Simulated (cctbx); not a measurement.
# Which space group?

Cell: a = 7.2810 Å, b = 4.6240 Å, c = 7.5500 Å, α = 90.00°, β = 90.46°, γ = 90.00°. Expected content of the cell: Ce4 Ti4 Al4.

The data are simulated with cctbx, not measured: Cu Kα, λ = 1.54184 Å, to d = 0.8 Å, 95 % of the full sphere, strongest reflection 5000 counts, noise from counting, a 6 % proportional error and a noise floor of 4 counts (s.d.); no absorption.

Tests on the unmerged data give:

```text
1980 reflections to d = 0.801 A
centring   violations  <I/sigma> of those
    A        648 of   978      7.3
    B        653 of   979      7.4
    C        675 of   995      7.5
    I        588 of   998      6.0
    R        882 of  1324      7.4
    F        988 of  1476      7.4
Laue class    unique    Rint  (classes that these axes allow; Friedel mates merged)
P -1             1041   0.048
P 1 2/m 1         591   0.056
space group    extra absences  I>4sigma  <I/sigma>
P 1 2 1                 0          0         -  acentric
P 1 21 1                4          0      -0.4  acentric
P 1 m 1                 0          0         -  acentric
P 1 2/m 1               0          0         -  centric
P 1 21/m 1              4          0      -0.4  centric
Wilson B = 1.08 A^2   <|E^2-1|> = 0.877 (0.968 centric, 0.736 acentric)   E^2>4: 3.2 %
shell (A)         n   <I/sigma>
 7.55 - 1.60     84     14.0
 1.60 - 1.27     71     13.5
 1.27 - 1.11     78     12.2
 1.11 - 1.01     74     14.5
 1.01 - 0.94     68     12.4
 0.94 - 0.88     72     12.0
 0.88 - 0.84     76      9.4
 0.84 - 0.80     68     10.6
```

Q: Read the symmetry from these tables.

Every centring test has many violations, so the lattice is primitive.

Rint stays low (0.048 to 0.056) up to P 1 2/m 1, the highest class in these axes.

5 settings pass the absence test. The most absences obeyed, 4, belong to P 1 21 1 and P 1 21/m 1, which absences can't tell apart.

⟨|E²−1|⟩ = 0.877 lies between the two ideal values. The Wilson B of 1.08 Å² means U ≈ 0.0137 Å².

The true group is P2_1/m (no. 11), Laue class 2/m, centrosymmetric. The tables only narrow the choice to the tied entries; cell content, site symmetry and trial solutions must settle it.

The model was made for the exercise: a known structure type with other elements put in, its volume estimated, not relaxed; displacement parameters are assumed.

[Logs are printed without paths, hosts, clocks, repeated set-up lines and the standing remarks that a program may print on its own settings, such as how far it seeks lower states.]
